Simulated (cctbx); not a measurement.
## From intensities to atoms

Cell a = 9.6590 Å, b = 9.6590 Å, c = 9.6590 Å, α = 90.00°, β = 90.00°, γ = 90.00°; space group Fm-3m (no. 225); content Tl4 Cu4 Cl24 Li8.

Simulated single-crystal data (cctbx): Cu Kα, λ = 1.54184 Å, to d = 0.83 Å, 80 % of the full sphere, strongest reflection 70000 counts, noise from counting, a 1.5 % proportional error and a noise floor of 15 counts (s.d.); no absorption, and some extinction, which the refinements don't model.

Charge flipping in P1 on normalised amplitudes to 0.83 Å, δ = 1.1 σ, 10 % of the reflections treated as weak, 200 cycles:

```text
cycle      R  skewness
    0  0.473     0.28
   16  0.388     1.69
   32  0.393     2.76
   48  0.354     4.92
   64  0.352     4.77
   80  0.314     5.12
   96  0.318     5.51
  112  0.304     5.24
  128  0.323     5.30
  144  0.315     5.71
  160  0.298     5.53
  176  0.291     5.48
  192  0.297     5.68
origin shift          correlation  skewness
 0.339  0.160  0.400      0.892      7.37
 0.090  0.410  0.149      0.891     12.84
 0.057 -0.003  0.258      0.834      1.30
 0.072  0.104  0.477      0.893      0.57
taken: symmetry correlation 0.891, skewness 12.84
peak      x       y       z  mult  height/sigma
Q1    0.0000  0.0000  0.0000    4     32.9
Q2    0.0000  0.0000  0.5000    4      9.6
Q3    0.0000  0.0000  0.2702   24      6.3
Q4    0.0000  0.0000  0.3790   24      1.1
Q5    0.1238  0.1238  0.1238   32      0.9
Q6    0.0000  0.0000  0.1171   24      0.9
Q7    0.1883  0.1883  0.1883   32      0.9
Q8    0.1289  0.2500  0.2500   48      0.7
Q9    0.2500  0.2500  0.2500    8      0.7
```

The origin is taken among those within 0.04 of the best correlation, by the skewness of the map.

It took 2.1 s on 1 thread of Arm Neoverse V2, with other jobs on the host, peak memory 0.08 GiB.

**Question.** Which peaks are atoms, and which elements?

Heights go roughly as Z and multiplicities must add up to the content. First model: Q1 = Tl1 (4 in the cell, height 32.9), Q2 = Cu1 (4 in the cell, height 9.6), Q3 = Cl1 (24 in the cell, height 6.3) and Q9 = Li1 (8 in the cell, height 0.7). Against the true structure, Q1 is Tl, Q2 is Cu, Q3 is Cl and Q9 is Li; the other peaks are not atoms.

Least squares on F², isotropic:

```text
Rint 0.014, 64 unique reflections to 0.84 A
cycle     R1     wR2    GooF  max shift (A)
   1  0.1362  0.3036  63.283   0.08488
   2  0.0048  0.0077   1.613   0.00000
final R1 0.0048 wR2 0.0077 GooF 1.613  parameters 5  data/parameter 12.8
atom        x        y        z      Ueq    occ   su(xyz)  su(Uiso or U11)
Tl1    0.00000  0.00000  0.00000   0.0041  1.000  0.00000  0.0001
Cu1    0.00000  0.00000  0.50000   0.0067  1.000  0.00000  0.0001
Cl1    0.00000  0.00000  0.26141   0.0068  1.000  0.00004  0.0001
Li1    0.25000  0.25000  0.25000   0.0146  1.000  0.00000  0.0012
difference map: max 0.10 min -0.38 rms 0.05
Q1    0.1083  0.1083  0.3917   32    0.10  1.81 A from Cu1
Q2    0.1590  0.1590  0.3410   32    0.09  1.52 A from Li1
Q3    0.0947  0.0947  0.2083   96    0.08  1.39 A from Cl1
Q4    0.1797  0.1797  0.1797   32    0.08  1.18 A from Li1
Q5    0.0000  0.1300  0.1300   48    0.07  1.78 A from Tl1
```

Anisotropic refinement:

```text
Rint 0.014, 64 unique reflections to 0.84 A
cycle     R1     wR2    GooF  max shift (A)
   1  0.0047  0.0078   1.636   0.00012
   2  0.0046  0.0073   1.537   0.00000
final R1 0.0046 wR2 0.0073 GooF 1.537  parameters 6  data/parameter 10.7
atom        x        y        z      Ueq    occ   su(xyz)  su(Uiso or U11)
Tl1    0.00000  0.00000  0.00000   0.0041  1.000  0.00000  0.0001
Cu1    0.00000  0.00000  0.50000   0.0067  1.000  0.00000  0.0001
Cl1    0.00000  0.00000  0.26142   0.0068  1.000  0.00003  0.0001
Li1    0.25000  0.25000  0.25000   0.0147  1.000  0.00000  0.0011
difference map: max 0.09 min -0.37 rms 0.05
Q1    0.1097  0.1097  0.3903   32    0.10  1.83 A from Cu1
Q2    0.1596  0.1596  0.3404   32    0.09  1.51 A from Li1
Q3    0.0975  0.0975  0.2071   96    0.08  1.43 A from Cl1
Q4    0.1788  0.1788  0.1788   32    0.07  1.19 A from Li1
Q5    0.0336  0.1248  0.1248   96    0.07  1.74 A from Tl1
Q6    0.0956  0.0956  0.0956   32    0.06  1.60 A from Tl1
```

**Reading.** The refinement ends at R1 = 0.0046, wR2 = 0.0073, GooF = 1.54, with difference density between -0.37 and 0.09 e/Å³. Every site matches the true model in element, within 0.001 Å r.m.s., up to an allowed shift of origin.

True model:

| atom | mult. | x | y | z | Ueq (Å²) |
| --- | --- | --- | --- | --- | --- |
| Tl1 | 4 | 0 | 0 | 0 | 0.0043 |
| Cu1 | 4 | 1/2 | 0 | 0 | 0.0066 |
| Cl1 | 24 | 0 | 0 | 0.7386 | 0.0068 |
| Li1 | 8 | 1/4 | 3/4 | 3/4 | 0.0159 |

The model is made up (kin elements in a known structure type, no relaxation), so it says nothing on whether the phase exists.

[Middle refinement cycles are left out of these outputs.]

[Logs are printed without paths, hosts, clocks, repeated set-up lines and the standing remarks that a program may print on its own settings, such as how far it seeks lower states.]
